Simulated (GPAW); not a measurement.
AlN (P6_3mc): how ε∞ follows the gap

The empty bands of AlN (P6_3mc) are shifted up rigidly by Δ, and ε∞ along x is computed for each shift. x, y and z are the Cartesian axes of the input cell.

It takes space group P6_3mc (No. 186, hexagonal). The conventional cell has a = 3.113 Å, b = 3.113 Å, c = 4.981 Å, α = 90.00°, β = 90.00°, γ = 120.00°. Al on site b has 4 N at 1.89 Å as nearest neighbours. Around N on site b lie 4 Al at 1.89 Å.

Method: GPAW 26.7.0, PBE, RPA, k-mesh 12×12×7, local fields up to 70 eV, Lorentzian half width 0.12 eV.

Launch of the response step: `OMP_NUM_THREADS=1 python df.py`. The series took 4.2 min in all, its band step included, on 1 thread of Arm Neoverse V1, with other jobs on the host.

```
Δ (eV)  ε∞ along x
  0.00       4.238
  0.25       4.152
  0.50       4.072
  0.75       3.997
  1.00           ?
  1.50       3.792
  2.00       3.672
  3.00       3.462
```

With one effective transition at E₀ and fixed dipole strength, ε∞ − 1 = A/(E₀ + Δ), so 1/(ε∞ − 1) is linear in Δ.

Working, on the rows shown:

| x = Δ (eV) | y = 1/(ε∞ − 1) |
| --- | --- |
| 0 | 0.308833 |
| 0.25 | 0.317259 |
| 0.5 | 0.325521 |
| 0.75 | 0.333667 |
| 1.5 | 0.358166 |
| 2 | 0.374251 |
| 3 | 0.406174 |

Means: x̄ = 1.1429, ȳ = 0.34627. Σ(x − x̄)(y − ȳ) = 0.2265, Σ(x − x̄)² = 6.982. Slope = 0.2265 / 6.982 = 0.03243; intercept = ȳ − slope · x̄ = 0.3092. Turned back into ε∞ along x, the line misses the rows shown by at most 0.0038.

Problem. What does the fit predict for the withheld row, and how well does it do?

Solution. At x = 1 the line gives y = 0.34163, that is 3.927. The run gave 3.924, so the interpolation is off by 0.0031, 0.4 % of the range in the table.

Refitted with all rows, the slope is 0.03243 and the intercept 0.30925. These give E₀ = intercept/slope = 9.5 eV, far above the least direct gap of 4.17 eV: most of the screening comes from transitions well over the edge. Over the first step ε∞ falls by 8 % per eV. The cell comes from an older database entry, whose edges can be off by a per cent or so. Excitons are left out; PBE gaps are as a rule too small. The values come from a sum over the points of one k-mesh and carry its error, which grows as the direct gap shrinks.

[Logs are printed without paths, hosts, clocks, repeated set-up lines and the standing remarks that a program may print on its own settings, such as how far it seeks lower states.]
